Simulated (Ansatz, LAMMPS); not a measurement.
# Structural relaxation of amorphous carbon (150 atoms), part 2 of 3

Wanted: the relaxed structure of amorphous carbon (150 atoms) and its electronic structure.

Ansatz 0.2.0; Kohn-Sham DFT, PBE, PAW (set soft_2), plane waves.

The cell: 150 C. The quench rate of 100 K/ps far exceeds what a furnace or splat quench reaches. The network of bonds at the start is that of the classical potential that made the cell. The Brillouin zone is sampled at Γ only, in a cell whose shortest periodic width is 10 Å.

So far. Step 3 (Single point at the start): Neighbours are counted within 1.85 Å (C-C).

## 4. Relaxation

The atoms are relaxed in the fixed cell, aiming at the force tolerance of the input.

Input file input.yaml:

```yaml
crystal:
  lattice:
    - [10.0824, 0.0, 0.0]
    - [0.0, 10.0824, 0.0]
    - [0.0, 0.0, 10.0824]
  atoms:
    [... the 150 atom lines of step 3 ...]
kpoints:
  mp_grid: { grid: [1, 1, 1] }
hamiltonian:
  xc: pbe
scf:
  occupations: { method: gaussian, width: 0.05 }
output:
  forces: true
relax:
  f_tol: 0.03
  max_steps: 200
```

Started as:

```bash
$ ansatz run input.yaml --threads 4 --pin off --max-ram 8192MiB --backend cpu --events-out ev --progress --plain --runs-dir out
```

Numbers of over 12 decimals in the logs are rounded to 6 here.

The program printed:

```text
[...]
Crystal: 150 atoms, lattice volume = 1024.924 Å³
Basis set: ecut = 420 eV, 20005 PW (Γ), exchange–correlation on 144×144×144 points (8 copies of the dense FFT grid, shifted against one another)
Bands: 450, of which v1, the nominal top of the filled ones, is band 300 counted from 1 (299 counted from 0)
Symmetry: 1 space group operations
[...]
k-points: 1
[...]
SCF iter   1: F=—  HF=-37491.903134 eV  |F-HF|=—  |Δ(HF+E_count)|=         —  Δρ=1.69e-2  dr2=4.76e0  ethr=1.77e-3  ⟨swp⟩=6.0  Hψ=1828  notcnv=0  defer=113
[...]
SCF iter   7: F=-37491.234288 eV  HF=-37491.234288 eV  |F-HF|=6.00e-9  |Δ(HF+E_count)|=   3.58e-6  Δρ=1.36e-5  dr2=2.29e-6  ethr=3.75e-9  ⟨swp⟩=3.0  Hψ=999  notcnv=0
SCF 1 converged in 7 iterations: F = -37491.234288 eV  dr2 = 2.29e-6
[...]
relax step   1: F+E_penalty+E_count = -37491.23428846 eV  Δ(F+E_penalty+E_count) = +0.000e0 eV  max|allowed force component| = 4.171e0 eV/Å  Δτ_max = 0.0000 Å  (7 SCF iters, dr2 threshold 2.25e-5 eV, accepted)
[...]
relax step   2: F+E_penalty+E_count = -37502.24702028 eV  Δ(F+E_penalty+E_count) = -1.101e1 eV  max|allowed force component| = 2.666e0 eV/Å  Δτ_max = 0.1949 Å  (6 SCF iters, dr2 threshold 1.00e-4 eV, accepted)
[...]
relax step   3: F+E_penalty+E_count = -37508.02249738 eV  Δ(F+E_penalty+E_count) = -5.775e0 eV  max|allowed force component| = 2.219e0 eV/Å  Δτ_max = 0.1957 Å  (6 SCF iters, dr2 threshold 1.00e-4 eV, accepted)
relax step   4: F+E_penalty+E_count = -37510.76466720 eV  Δ(F+E_penalty+E_count) = -2.742e0 eV  max|allowed force component| = 1.622e0 eV/Å  Δτ_max = 0.1708 Å  (6 SCF iters, dr2 threshold 1.00e-4 eV, accepted)
relax step   5: F+E_penalty+E_count = -37513.70306113 eV  Δ(F+E_penalty+E_count) = -2.938e0 eV  max|allowed force component| = 4.364e0 eV/Å  Δτ_max = 0.1950 Å  (6 SCF iters, dr2 threshold 1.00e-4 eV, accepted)
relax step   6: F+E_penalty+E_count = -37516.07159706 eV  Δ(F+E_penalty+E_count) = -2.369e0 eV  max|allowed force component| = 3.650e0 eV/Å  Δτ_max = 0.1963 Å  (7 SCF iters, dr2 threshold 1.00e-4 eV, accepted)
relax step   7: F+E_penalty+E_count = -37518.58416170 eV  Δ(F+E_penalty+E_count) = -2.513e0 eV  max|allowed force component| = 1.211e0 eV/Å  Δτ_max = 0.2000 Å  (6 SCF iters, dr2 threshold 1.00e-4 eV, accepted)
relax step   8: F+E_penalty+E_count = -37519.13808472 eV  Δ(F+E_penalty+E_count) = -5.539e-1 eV  max|allowed force component| = 4.582e0 eV/Å  Δτ_max = 0.1954 Å  (6 SCF iters, dr2 threshold 1.00e-4 eV, accepted)
relax step   9: F+E_penalty+E_count = -37520.25447147 eV  Δ(F+E_penalty+E_count) = -1.116e0 eV  max|allowed force component| = 1.931e0 eV/Å  Δτ_max = 0.0838 Å  (6 SCF iters, dr2 threshold 1.00e-4 eV, accepted)
relax step  10: F+E_penalty+E_count = -37521.76489859 eV  Δ(F+E_penalty+E_count) = -1.510e0 eV  max|allowed force component| = 1.846e0 eV/Å  Δτ_max = 0.1974 Å  (6 SCF iters, dr2 threshold 1.00e-4 eV, accepted)
relax step  11: F+E_penalty+E_count = -37522.60832884 eV  Δ(F+E_penalty+E_count) = -8.434e-1 eV  max|allowed force component| = 1.287e0 eV/Å  Δτ_max = 0.1929 Å  (6 SCF iters, dr2 threshold 1.00e-4 eV, accepted)
relax step  12: F+E_penalty+E_count = -37522.83297501 eV  Δ(F+E_penalty+E_count) = -2.246e-1 eV  max|allowed force component| = 7.159e-1 eV/Å  Δτ_max = 0.0628 Å  (6 SCF iters, dr2 threshold 1.00e-4 eV, accepted)
relax step  13: F+E_penalty+E_count = -37522.94617865 eV  Δ(F+E_penalty+E_count) = -1.132e-1 eV  max|allowed force component| = 2.525e-1 eV/Å  Δτ_max = 0.0303 Å  (6 SCF iters, dr2 threshold 1.00e-4 eV, accepted)
relax step  14: F+E_penalty+E_count = -37522.97795717 eV  Δ(F+E_penalty+E_count) = -3.178e-2 eV  max|allowed force component| = 2.243e-1 eV/Å  Δτ_max = 0.0214 Å  (6 SCF iters, dr2 threshold 7.93e-6 eV, accepted)
relax step  15: F+E_penalty+E_count = -37523.00520134 eV  Δ(F+E_penalty+E_count) = -2.724e-2 eV  max|allowed force component| = 2.366e-1 eV/Å  Δτ_max = 0.0312 Å  (6 SCF iters, dr2 threshold 6.26e-6 eV, accepted)
relax step  16: F+E_penalty+E_count = -37523.05525622 eV  Δ(F+E_penalty+E_count) = -5.005e-2 eV  max|allowed force component| = 3.744e-1 eV/Å  Δτ_max = 0.0931 Å  (6 SCF iters, dr2 threshold 4.42e-5 eV, accepted)
relax step  17: F+E_penalty+E_count = -37523.13362124 eV  Δ(F+E_penalty+E_count) = -7.837e-2 eV  max|allowed force component| = 5.199e-1 eV/Å  Δτ_max = 0.0957 Å  (6 SCF iters, dr2 threshold 1.00e-4 eV, accepted)
relax step  18: F+E_penalty+E_count = -37523.35602302 eV  Δ(F+E_penalty+E_count) = -2.224e-1 eV  max|allowed force component| = 5.211e-1 eV/Å  Δτ_max = 0.1951 Å  (7 SCF iters, dr2 threshold 1.00e-4 eV, accepted)
relax step  19: F+E_penalty+E_count = -37523.44897324 eV  Δ(F+E_penalty+E_count) = -9.295e-2 eV  max|allowed force component| = 1.208e0 eV/Å  Δτ_max = 0.0693 Å  (6 SCF iters, dr2 threshold 1.00e-4 eV, accepted)
relax step  20: F+E_penalty+E_count = -37523.59502299 eV  Δ(F+E_penalty+E_count) = -1.460e-1 eV  max|allowed force component| = 8.399e-1 eV/Å  Δτ_max = 0.0642 Å  (6 SCF iters, dr2 threshold 1.00e-4 eV, accepted)
[...]
relax step  34: F+E_penalty+E_count = -37524.96352176 eV  Δ(F+E_penalty+E_count) = +8.858e-2 eV  max|allowed force component| = 1.646e0 eV/Å  Δτ_max = 0.1443 Å  (6 SCF iters, dr2 threshold 1.00e-4 eV, rejected (line search))
relax step  35: F+E_penalty+E_count = -37525.16652827 eV  Δ(F+E_penalty+E_count) = -1.144e-1 eV  max|allowed force component| = 5.213e-1 eV/Å  Δτ_max = 0.0539 Å  (8 SCF iters, accepted)
[...]
relax step  38: F+E_penalty+E_count = -37525.22975144 eV  Δ(F+E_penalty+E_count) = -7.791e-3 eV  max|allowed force component| = 7.570e-2 eV/Å  Δτ_max = 0.0140 Å  (6 SCF iters, dr2 threshold 1.43e-5 eV, accepted)
relax step  39: F+E_penalty+E_count = -37525.23273952 eV  Δ(F+E_penalty+E_count) = -2.988e-3 eV  max|allowed force component| = 8.537e-2 eV/Å  Δτ_max = 0.0076 Å  (7 SCF iters, accepted)
relax step  40: F+E_penalty+E_count = -37525.23507584 eV  Δ(F+E_penalty+E_count) = -2.336e-3 eV  max|allowed force component| = 9.585e-2 eV/Å  Δτ_max = 0.0073 Å  (6 SCF iters, dr2 threshold 1.04e-6 eV, accepted)
relax step  41: F+E_penalty+E_count = -37525.24235591 eV  Δ(F+E_penalty+E_count) = -7.280e-3 eV  max|allowed force component| = 1.556e-1 eV/Å  Δτ_max = 0.0283 Å  (6 SCF iters, dr2 threshold 9.19e-6 eV, accepted)
relax step  42: F+E_penalty+E_count = -37525.26843224 eV  Δ(F+E_penalty+E_count) = -2.608e-2 eV  max|allowed force component| = 3.890e-1 eV/Å  Δτ_max = 0.0991 Å  (6 SCF iters, dr2 threshold 2.42e-5 eV, accepted)
relax step  43: F+E_penalty+E_count = -37524.93107181 eV  Δ(F+E_penalty+E_count) = +3.374e-1 eV  max|allowed force component| = 3.246e0 eV/Å  Δτ_max = 0.1919 Å  (6 SCF iters, dr2 threshold 1.00e-4 eV, rejected (line search))
relax step  44: F+E_penalty+E_count = -37525.30074840 eV  Δ(F+E_penalty+E_count) = -3.232e-2 eV  max|allowed force component| = 3.693e-1 eV/Å  Δτ_max = 0.0215 Å  (9 SCF iters, accepted)
relax step  45: F+E_penalty+E_count = -37525.35408493 eV  Δ(F+E_penalty+E_count) = -5.334e-2 eV  max|allowed force component| = 4.992e-1 eV/Å  Δτ_max = 0.0971 Å  (6 SCF iters, dr2 threshold 1.00e-4 eV, accepted)
relax step  46: F+E_penalty+E_count = -37525.37317383 eV  Δ(F+E_penalty+E_count) = -1.909e-2 eV  max|allowed force component| = 4.398e-1 eV/Å  Δτ_max = 0.0166 Å  (6 SCF iters, dr2 threshold 1.00e-4 eV, accepted)
relax step  47: F+E_penalty+E_count = -37525.39382328 eV  Δ(F+E_penalty+E_count) = -2.065e-2 eV  max|allowed force component| = 3.062e-1 eV/Å  Δτ_max = 0.0192 Å  (6 SCF iters, dr2 threshold 1.00e-4 eV, accepted)
relax step  48: F+E_penalty+E_count = -37525.42372964 eV  Δ(F+E_penalty+E_count) = -2.991e-2 eV  max|allowed force component| = 2.108e-1 eV/Å  Δτ_max = 0.0366 Å  (6 SCF iters, dr2 threshold 4.54e-5 eV, accepted)
relax step  49: F+E_penalty+E_count = -37525.40968965 eV  Δ(F+E_penalty+E_count) = +1.404e-2 eV  max|allowed force component| = 6.179e-1 eV/Å  Δτ_max = 0.1386 Å  (7 SCF iters, dr2 threshold 2.11e-5 eV, rejected (line search))
relax step  50: F+E_penalty+E_count = -37525.45397077 eV  Δ(F+E_penalty+E_count) = -3.024e-2 eV  max|allowed force component| = 1.343e-1 eV/Å  Δτ_max = 0.0494 Å  (8 SCF iters, accepted)
relax step  51: F+E_penalty+E_count = -37525.44944691 eV  Δ(F+E_penalty+E_count) = +4.524e-3 eV  max|allowed force component| = 3.304e-1 eV/Å  Δτ_max = 0.0789 Å  (7 SCF iters, dr2 threshold 7.33e-6 eV, rejected (line search))
relax step  52: F+E_penalty+E_count = -37525.46548733 eV  Δ(F+E_penalty+E_count) = -1.152e-2 eV  max|allowed force component| = 7.548e-2 eV/Å  Δτ_max = 0.0324 Å  (8 SCF iters, accepted)
relax step  53: F+E_penalty+E_count = -37525.46537824 eV  Δ(F+E_penalty+E_count) = +1.091e-4 eV  max|allowed force component| = 1.134e-1 eV/Å  Δτ_max = 0.0217 Å  (6 SCF iters, dr2 threshold 1.80e-6 eV, rejected (line search))
relax step  54: F+E_penalty+E_count = -37525.46731894 eV  Δ(F+E_penalty+E_count) = -1.832e-3 eV  max|allowed force component| = 3.455e-2 eV/Å  Δτ_max = 0.0104 Å  (7 SCF iters, accepted)
relax step  55: F+E_penalty+E_count = -37525.46753390 eV  Δ(F+E_penalty+E_count) = -2.150e-4 eV  max|allowed force component| = 5.131e-2 eV/Å  Δτ_max = 0.0087 Å  (6 SCF iters, accepted)
[...]
relax step  56: F+E_penalty+E_count = -37525.46790022 eV  Δ(F+E_penalty+E_count) = -3.663e-4 eV  max|allowed force component| = 2.390e-2 eV/Å  Δτ_max = 0.0020 Å  (6 SCF iters, accepted)
SCF converged after 6 iterations
Free energy (F): -37525.467900 eV
[...]
Internal energy: -37525.464205 eV  (E = F + TS)
E sigma→0 (E₀):  -37525.466053 eV
Entropy (-TS):   -0.003695 eV (-0.025 meV/atom)
Fermi energy:    10.798130 eV
[...]
--- Forces (eV/Å), atoms counted from 1 ---
  atom   1  C     -0.00234718    -0.00003146     0.00132052
  atom   2  C     -0.00321142     0.00205257     0.00176657
  atom   3  C     -0.00288549     0.00019372     0.00024623
  atom   4  C     -0.00080215    -0.00019662     0.00045452
  atom   5  C      0.00750029     0.00025429     0.00934758
  atom   6  C     -0.00114092     0.00154836     0.00392795
  atom   7  C     -0.00505286     0.00335089    -0.00261652
  atom   8  C     -0.00005426    -0.00006534    -0.00115534
  atom   9  C      0.00157715    -0.00194360     0.00131591
  atom  10  C     -0.00453137    -0.00456411     0.00421472
  atom  11  C     -0.00867258     0.01582688    -0.00813396
  atom  12  C     -0.00121115     0.00154541     0.00166528
  atom  13  C      0.00238475    -0.00197688    -0.00262660
  atom  14  C      0.02166535    -0.00419386    -0.00197276
[...]
atom 149  C     -0.00119362    -0.00055377     0.00026448
  atom 150  C      0.00031758    -0.01375150     0.00064351
  max |Σ_I F_I| component: 2.20e-5 eV/Å
--- Relaxed structure (56 steps of the walk, 50 accepted, 0 SCFs on fresh bases) ---
  F+E_penalty+E_count = -37525.46790022 eV   max|allowed force component| = 2.390e-2 eV/Å
  atoms:
    - { symbol: C, position: [0.185379, 0.250140, 0.687265] }
    - { symbol: C, position: [0.421200, 0.159458, 0.765894] }
    - { symbol: C, position: [0.031017, 0.222904, 0.331812] }
    - { symbol: C, position: [0.018431, 0.483234, 0.700868] }
[...]
- { symbol: C, position: [0.861040, 0.371380, 0.409188] }
```

Run time: 7.3 min. Hardware: 4 threads of Arm Neoverse V2, shared host; peak memory 1.6 GiB.

The steps of the relaxation (22 of 56):

```
step  energy less that of the first step (eV)  largest force component (eV/Å)
   1                                   0.0000                          4.1711
   4                                 -19.5304                          1.6224
   6                                 -24.8373                          3.6496
   9                                 -29.0202                          1.9308
  11                                 -31.3740                          1.2869
  14                                 -31.7437                          0.2243
  17                                 -31.8993                          0.5199
  19                                 -32.2147                          1.2082
  22                                 -32.8094                          1.5120
  25                                 -33.3486                          0.3103
  27                                 -33.4341                          0.4414
  30                                 -33.5551                          0.8298
  32                                 -33.6359                          0.4834
  35                                 -33.9322                          0.5213
  38                                 -33.9955                          0.0757
  40                                 -34.0008                          0.0958
  43                                 -33.6968                          3.2455
  46                                 -34.1389                          0.4398
  48                                 -34.1894                          0.2108
  51                                 -34.2152                          0.3304
  53                                 -34.2311                          0.1134
  56                                 -34.2336                          0.0239
```

Relaxation steps 28, 34, 43, 49, 51, 53 were tried and not accepted.

The atoms that moved most (Å):

```csv
atom,dx,dy,dz,length
C121,0.368,0.876,0.313,1.001
C95,-0.233,0.647,0.250,0.732
C126,-0.341,-0.062,0.636,0.724
C47,-0.205,-0.622,-0.207,0.687
C54,-0.543,-0.370,0.039,0.658
C110,0.019,-0.628,0.129,0.641
C111,0.323,-0.470,0.202,0.605
C3,-0.390,0.439,-0.051,0.590
```

The relaxation changed the energy by -228 meV/atom, and atoms moved by 0.33 Å r.m.s., 1.0 Å at most.

## 5. Structure statistics after relaxation

Bonds before and after, by the cutoffs listed below:

```csv
pair,bonds before,bonds after,mean before (Å),mean after (Å),spread before (Å),spread after (Å)
C-C,247,268,1.501,1.539,0.055,0.091
```

Density 2.92 g/cm³, 6.833 Å³ an atom.

Pair distribution function in bins of 0.1 Å:

```csv
r (Å),total
1.25,0.00
1.35,0.95
1.45,1.89
1.55,3.92
1.65,1.31
1.75,0.19
1.85,0.04
1.95,0.02
2.05,0.05
2.15,0.06
2.25,0.33
2.35,1.07
2.45,1.74
2.55,2.00
2.65,1.70
2.75,1.24
2.85,1.13
2.95,0.99
3.05,0.82
3.15,0.87
3.25,0.95
3.35,0.93
3.45,1.02
3.55,0.99
3.65,0.92
3.75,1.11
3.85,1.20
3.95,1.00
4.05,0.95
4.15,0.81
4.25,0.85
4.35,0.88
4.45,0.95
4.55,0.97
4.65,1.06
4.75,1.06
4.85,1.02
4.95,0.98
```

Bonds by pair of elements; cutoffs follow the first minimum of g(r), held within bounds set by covalent radii, and pairs that aren't listed don't count as bonded:

```
pair A-B  cutoff (Å)  bonds  mean length (Å)  spread (Å)  shortest (Å)  B about A  A about B
     C-C        1.85    268             1.54       0.091          1.33       3.57       3.57
```

How many atoms have how many bonded neighbours:

```
element  mean   3   4
      C  3.57  64  86
```

Bond angles, per cent of each kind in bins of 5°:

```
angle (°)  C-C-C
    55–60    0.7
    60–65    0.3
    65–70    0.3
    70–75    0.0
    75–80    0.1
    80–85    1.3
    85–90    1.7
    90–95    2.5
   95–100    6.1
  100–105   11.6
  105–110   18.2
  110–115   17.7
  115–120   16.4
  120–125   11.6
  125–130    6.4
  130–135    3.7
  135–140    1.1
  140–145    0.3
  145–150    0.1
```

Bond angles (no mean is given where the spread exceeds 20°):

```
angle  count  mean (°)  spread (°)
C-C-C    708       112        12.4
```

Bond length by coordination (bonds to H left out):

| element | coordination | atoms | mean bond length (Å) |
| --- | --- | --- | --- |
| C | 3 | 64 | 1.47 |
| C | 4 | 86 | 1.58 |

Rings of the network by King's shortest-path rule, up to 12 atoms, one path for each pair of neighbours; H, halogens, alkali and alkaline-earth atoms are left out, and the last column divides by all other atoms, bonded or not:

```csv
ring size (atoms),rings,per network atom
3,3,0.02
4,8,0.053
5,28,0.187
6,53,0.353
7,51,0.34
8,39,0.26
9,30,0.2
10,1,0.007
```

By these cutoffs 57 % of C atoms have 4 bonded neighbours. The C-C-C angle averages 112° with a spread of 12°. Read as hybridisation, 57 % of the carbon is sp3 and 43 % sp2. Bonds at C atoms with 3 neighbours average 1.47 Å, against 1.58 Å at those with 4. Rings of 6 atoms are the most common (25 % of those counted); sizes run from 3 to 10.

(Part 2 of 3 ends here.)

[Logs are printed without paths, hosts, clocks, repeated set-up lines and the standing remarks that a program may print on its own settings, such as how far it seeks lower states.]

[Hosts, paths, dates, database ids (printed as entryN), source tags and the programs' standing remarks are cut or masked in the printed files.]
